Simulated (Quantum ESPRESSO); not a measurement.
**TePd (P6_3/mmc): zone-centre phonons**

Aim: the zone-centre modes of TePd (P6_3/mmc).

Calculated with Quantum ESPRESSO 7.5; DFT LDA, scalar-relativistic, plane waves, GBRV ultrasoft pseudopotentials.

Report form: the programs' logs are mostly left out.

## 1. Starting point

The structure is hexagonal, space group P6_3/mmc (No. 194). Conventional cell: a = 4.152 Å, b = 4.152 Å, c = 5.672 Å, α = 90.00°, β = 90.00°, γ = 120.00°. Nearest to Te lie 6 Pd at 2.79 Å. Nearest to Pd lie 6 Te at 2.79 Å and 2 Pd at 2.84 Å. Farther neighbours and most contacts between anions are not listed.

Coordinates:

```cif
data_structure
_symmetry_space_group_name_H-M 'P6_3/mmc'
_symmetry_Int_Tables_number 194
_cell_length_a 4.1521
_cell_length_b 4.1521
_cell_length_c 5.6719
_cell_angle_alpha 90.000
_cell_angle_beta 90.000
_cell_angle_gamma 120.000
_cell_volume 84.68
loop_
_atom_site_label
_atom_site_type_symbol
_atom_site_symmetry_multiplicity
_atom_site_Wyckoff_symbol
_atom_site_fract_x
_atom_site_fract_y
_atom_site_fract_z
_atom_site_occupancy
Te1 Te 2 c 0.33333 0.66667 0.25000 1
Pd1 Pd 2 a 0.00000 0.00000 0.00000 1
```

## 2. A first look

Before anything dear is run, a loose run with smearing shows whether this is a metal and how far the cell is from rest.

Input file probe.in:

```
&control
   calculation = 'scf'
   prefix = 'x'
   outdir = './tmp'
   pseudo_dir = './pseudo'
   tprnfor = .true.
   tstress = .true.
   verbosity = 'high'
/
&system
   ibrav = 0
   nat = 4
   ntyp = 2
   ecutwfc = 40.0
   ecutrho = 240.0
   occupations = 'smearing'
   smearing = 'gaussian'
   degauss = 0.01
/
&electrons
   conv_thr = 1.0d-07
   mixing_beta = 0.7
   electron_maxstep = 100
/
ATOMIC_SPECIES
 Te    127.6000  Te.upf
 Pd    106.4200  Pd.upf
CELL_PARAMETERS angstrom
     4.152100000    0.000000000    0.000000000
    -2.076050000    3.595824079    0.000000000
     0.000000000    0.000000000    5.671900000
ATOMIC_POSITIONS crystal
 Te     0.333333333   0.666666667   0.250000000
 Te     0.666666667   0.333333333   0.750000000
 Pd     0.000000000   0.000000000   0.000000000
 Pd     0.000000000   0.000000000   0.500000000
K_POINTS automatic
 6 6 4 0 0 0
```

The run is started by

```console
> OMP_NUM_THREADS=1 mpirun -n 4 pw.x -nk 4 -in probe.in > probe.out
```

It took 7.8 s on 4 MPI ranks of Arm Neoverse V1, shared host; 31 s of CPU time.

Read from the output:

```
volume per atom   : 21.17 Å³
pressure          : -2.203 GPa
gap on the k-mesh : 0 eV
```

No gap opens on this mesh, so smearing is kept; the start stands at -2.2 GPa.

## 3. Relaxation

The relaxation runs at a cutoff a fifth above that of the response, since stress converges more slowly with the basis than frequencies do. Forces and stress are brought to rest with tight thresholds.

Input file relax.in:

```
&control
   calculation = 'vc-relax'
   prefix = 'x'
   outdir = './tmp'
   pseudo_dir = './pseudo'
   tprnfor = .true.
   tstress = .true.
   forc_conv_thr = 2.0d-05
   etot_conv_thr = 1.0d-07
   nstep = 40
/
&system
   ibrav = 0
   nat = 4
   ntyp = 2
   ecutwfc = 48
   ecutrho = 288.0
   occupations = 'smearing'
   smearing = 'mv'
   degauss = 0.02
/
&electrons
   conv_thr = 1.0d-11
   mixing_beta = 0.7
   electron_maxstep = 100
/
&ions
/
&cell
   press_conv_thr = 0.2
/
ATOMIC_SPECIES
 Te    127.6000  Te.upf
 Pd    106.4200  Pd.upf
CELL_PARAMETERS angstrom
     4.152100000    0.000000000    0.000000000
    -2.076050000    3.595824079    0.000000000
     0.000000000    0.000000000    5.671900000
ATOMIC_POSITIONS crystal
 Te     0.333333333   0.666666667   0.250000000
 Te     0.666666667   0.333333333   0.750000000
 Pd     0.000000000   0.000000000   0.000000000
 Pd     0.000000000   0.000000000   0.500000000
K_POINTS automatic
 12 12 8 0 0 0
```

The run is started by

```console
> OMP_NUM_THREADS=1 mpirun -n 4 pw.x -nk 4 -in relax.in > relax.out
```

The job ended after 5.5 min (4 MPI ranks).

Step by step:

| step | energy less that of the first step (eV) | largest force (eV/Å) | volume (Å³) |
| --- | --- | --- | --- |
| 1 | 0.0000 | 0.0000 | 84.68 |
| 2 | -0.0107 | 0.0000 | 83.69 |
| 3 | -0.0135 | 0.0000 | 82.98 |
| 4 | -0.0140 | 0.0000 | 82.95 |
| 5 | -0.0147 | 0.0000 | 82.97 |
| 6 | -0.0151 | 0.0000 | 83.03 |
| 7 | -0.0152 | 0.0000 | 83.06 |
| 8 | -0.0152 | 0.0000 | 83.06 |
| 9 | -0.0141 | 0.0000 | 83.06 |

| conventional cell, symmetrised | before | after | change |
| --- | --- | --- | --- |
| a (Å) | 4.152 | 4.147 | -0.1 % |
| b (Å) | 4.152 | 4.147 | -0.1 % |
| c (Å) | 5.672 | 5.578 | -1.7 % |
| volume (Å³/atom) | 21.17 | 20.77 | -1.9 % |

The relaxed structure:

```xyz
4
Lattice="4.1468 0.0000 0.0000 -2.0734 3.5913 0.0000 0.0000 0.0000 5.5776" Properties=species:S:1:pos:R:3 pbc="T T T"
Te    0.0000    2.3942    1.3944
Te    2.0734    1.1971    4.1832
Pd    0.0000    0.0000    0.0000
Pd    0.0000    0.0000    2.7888
```

The last row of the table of steps is pw.x's closing run on a basis chosen anew for the final cell, so its energy can jump.

Numbers from this step:

* volume per atom: 20.77 Å³
* pressure: -0.009667 GPa

The volume changes by -1.9 % from the cell with which this run began.

## 4. Self-consistent run for the response

Perturbation theory inherits every error of the wavefunctions, so the threshold is set near the limit of the arithmetic. Smearing stays on, as the first look found no gap above 0.3 eV.

Input file scf.in:

```
&control
   calculation = 'scf'
   prefix = 'x'
   outdir = './tmp'
   pseudo_dir = './pseudo'
   tprnfor = .true.
   tstress = .true.
/
&system
   ibrav = 0
   nat = 4
   ntyp = 2
   ecutwfc = 40.0
   ecutrho = 240.0
   occupations = 'smearing'
   smearing = 'mv'
   degauss = 0.02
/
&electrons
   conv_thr = 1.0d-12
   mixing_beta = 0.7
   electron_maxstep = 100
/
ATOMIC_SPECIES
 Te    127.6000  Te.upf
 Pd    106.4200  Pd.upf
CELL_PARAMETERS angstrom
     4.146846166    0.000000000    0.000000000
    -2.073423083    3.591274125    0.000000000
     0.000000000    0.000000000    5.577606727
ATOMIC_POSITIONS crystal
 Te     0.333333333   0.666666667   0.250000000
 Te     0.666666667   0.333333333   0.750000000
 Pd     0.000000000   0.000000000   0.000000000
 Pd     0.000000000   0.000000000   0.500000000
K_POINTS automatic
 12 12 8 0 0 0
```

The run is started by

```console
> OMP_NUM_THREADS=1 mpirun -n 4 pw.x -nk 4 -in scf.in > scf.out
```

Wall time 34 s (4 MPI ranks); 2.3 min of CPU time.

Numbers from this step:

| Property | Result |
| --- | --- |
| pressure | 0.1070 GPa |

The cell stands at 0.11 GPa, close enough for phonons.

## 5. Linear response at Γ

At q = 0 one unit cell holds all displacements; symmetry groups them into irreducible representations that are solved one by one. With smeared occupations no response to a homogeneous field can be asked.

Input file ph.in:

```
phonons
&inputph
   prefix = 'x'
   outdir = './tmp'
   fildyn = 'g.dyn'
   tr2_ph = 1.0d-18
   alpha_mix(1) = 0.4
   nmix_ph = 8
/
0.000000000000 0.000000000000 0.000000000000
```

The run is started by

```console
> OMP_NUM_THREADS=1 mpirun -n 4 ph.x -nk 4 -in ph.in > ph.out
```

It took 22 min on 4 MPI ranks; 86 min of CPU time.

This step gave:

```
largest acoustic frequency at the zone centre before the sum rule : -4.82 cm⁻¹
highest optical zone-centre mode (no LO-TO term)                  : 192.1 cm⁻¹
lowest optical zone-centre mode                                   : 85.24 cm⁻¹
```

The acoustic modes at Γ come out as far as 4.8 cm⁻¹ from zero, where they should vanish, a small numerical error.

## 6. Modes with the sum rule

A rigid shift of the crystal must cost nothing, but grids and finite bases break this; the acoustic sum rule is imposed before the matrix is diagonalised again.

Input file dynmat.in:

```
&input
   fildyn = 'g.dyn'
   asr = 'crystal'
   fileig = 'dynmat.eig'
/
```

The run is started by

```console
> dynmat.x -in dynmat.in > dynmat.out
```

Wall time 0.48 s (1 thread).

Unit eigenvectors of the mass-weighted matrix after the sum rule; no LO-TO term. Modes at Γ, with each element's share of the kinetic energy:

| mode | frequency (cm⁻¹) | symmetry | Te % | Pd % |
| --- | --- | --- | --- | --- |
| 1 | 0.0 | acoustic | 55 | 45 |
| 2 | 0.0 | acoustic | 55 | 45 |
| 3 | 0.0 | acoustic | 55 | 45 |
| 4 | 85.2 | E2u | 0 | 100 |
| 5 | 85.2 | E2u | 0 | 100 |
| 6 | 114.2 | E2g | 100 | 0 |
| 7 | 114.2 | E2g | 100 | 0 |
| 8 | 124.0 | A2u | 45 | 55 |
| 9 | 131.7 | B1g | 100 | 0 |
| 10 | 143.1 | E1u | 45 | 55 |
| 11 | 143.1 | E1u | 45 | 55 |
| 12 | 192.1 | B2u | 0 | 100 |

Displacements in mode 4 (85.2 cm⁻¹), the largest set to 1:
```
Te1  0.00  0.00  0.00
Te2  0.00  0.00  0.00
Pd3  1.00  0.04  0.00
Pd4 -1.00 -0.04  0.00
```

Displacements in mode 11 (143.1 cm⁻¹), the largest set to 1:
```
Te1 -0.83 -0.32  0.00
Te2 -0.83 -0.32  0.00
Pd3  1.00  0.39  0.00
Pd4  1.00  0.39  0.00
```

The rule moves no optical mode by more than 0.1 cm⁻¹.

## 7. Sum rules set otherwise (asr no)

Without the rule the raw error of the acoustic modes shows.

Input file dynmat.in:

```
&input
   fildyn = 'g.dyn'
   asr = 'no'
   fileig = 'dynmat.eig'
/
```

The run is started by

```console
> dynmat.x -in dynmat.in > dynmat.out
```

Run time: 0.47 s. Hardware: 1 thread.

Zone-centre frequencies as printed; negative means imaginary. Modes:

| mode | frequency (cm⁻¹) |
| --- | --- |
| 1 | -4.82 |
| 2 | -4.82 |
| 3 | -4.35 |
| 4 | 85.24 |
| 5 | 85.24 |
| 6 | 114.2 |
| 7 | 114.2 |
| 8 | 124 |
| 9 | 131.7 |
| 10 | 143.1 |
| 11 | 143.1 |
| 12 | 192.1 |

Against the first rule no mode moves by more than 4.9 cm⁻¹.

## 8. Sum rules set otherwise (asr simple)

The rule can be imposed in more than one way; the choices should agree where the raw error is small.

Input file dynmat.in:

```
&input
   fildyn = 'g.dyn'
   asr = 'simple'
   fileig = 'dynmat.eig'
/
```

The run is started by

```console
> dynmat.x -in dynmat.in > dynmat.out
```

It took 0.48 s on 1 thread.

Numbers from this step:

```
lowest optical zone-centre mode : 85.36 cm⁻¹
```

Zone-centre frequencies as printed; negative means imaginary. Modes:

| mode | frequency (cm⁻¹) |
| --- | --- |
| 1 | 0 |
| 2 | 0 |
| 3 | 0 |
| 4 | 85.36 |
| 5 | 85.36 |
| 6 | 114.3 |
| 7 | 114.3 |
| 8 | 124 |
| 9 | 131.8 |
| 10 | 143.2 |
| 11 | 143.2 |
| 12 | 192.1 |

Against the first rule no mode moves by more than 0.2 cm⁻¹.

## 9. Results

```json
{
 "space group after relaxation": "P6_3/mmc",
 "volume per atom": "20.8 Å³",
 "highest optical zone-centre mode (no LO-TO term)": "192.1 cm⁻¹",
 "lowest optical zone-centre mode": "85.2 cm⁻¹",
 "imaginary optical modes at the zone centre (no q mesh in this session)": "none"
}
```

In words: At the LDA level the optical modes of TePd (P6_3/mmc) at the zone centre run from 85 to 192 cm⁻¹. Of the 9 optical modes, 4 are silent, 2 are Raman active alone and 3 are infrared active alone; inversion symmetry keeps the two sets apart. These are harmonic frequencies at zero temperature: anharmonic shifts and linewidths and thermal expansion are left out. Spin-orbit coupling is left out, which can matter for the heavy elements here. In a metal the frequencies hang on the k mesh and the smearing, most of all near Kohn anomalies.

[Host names and launcher messages were left out of these logs when they were recorded.]

[Logs are printed without paths, hosts, clocks, repeated set-up lines and the standing remarks that a program may print on its own settings, such as how far it seeks lower states.]

[Hosts, paths, dates, database ids (printed as entryN), source tags and the programs' standing remarks are cut or masked in the printed files.]
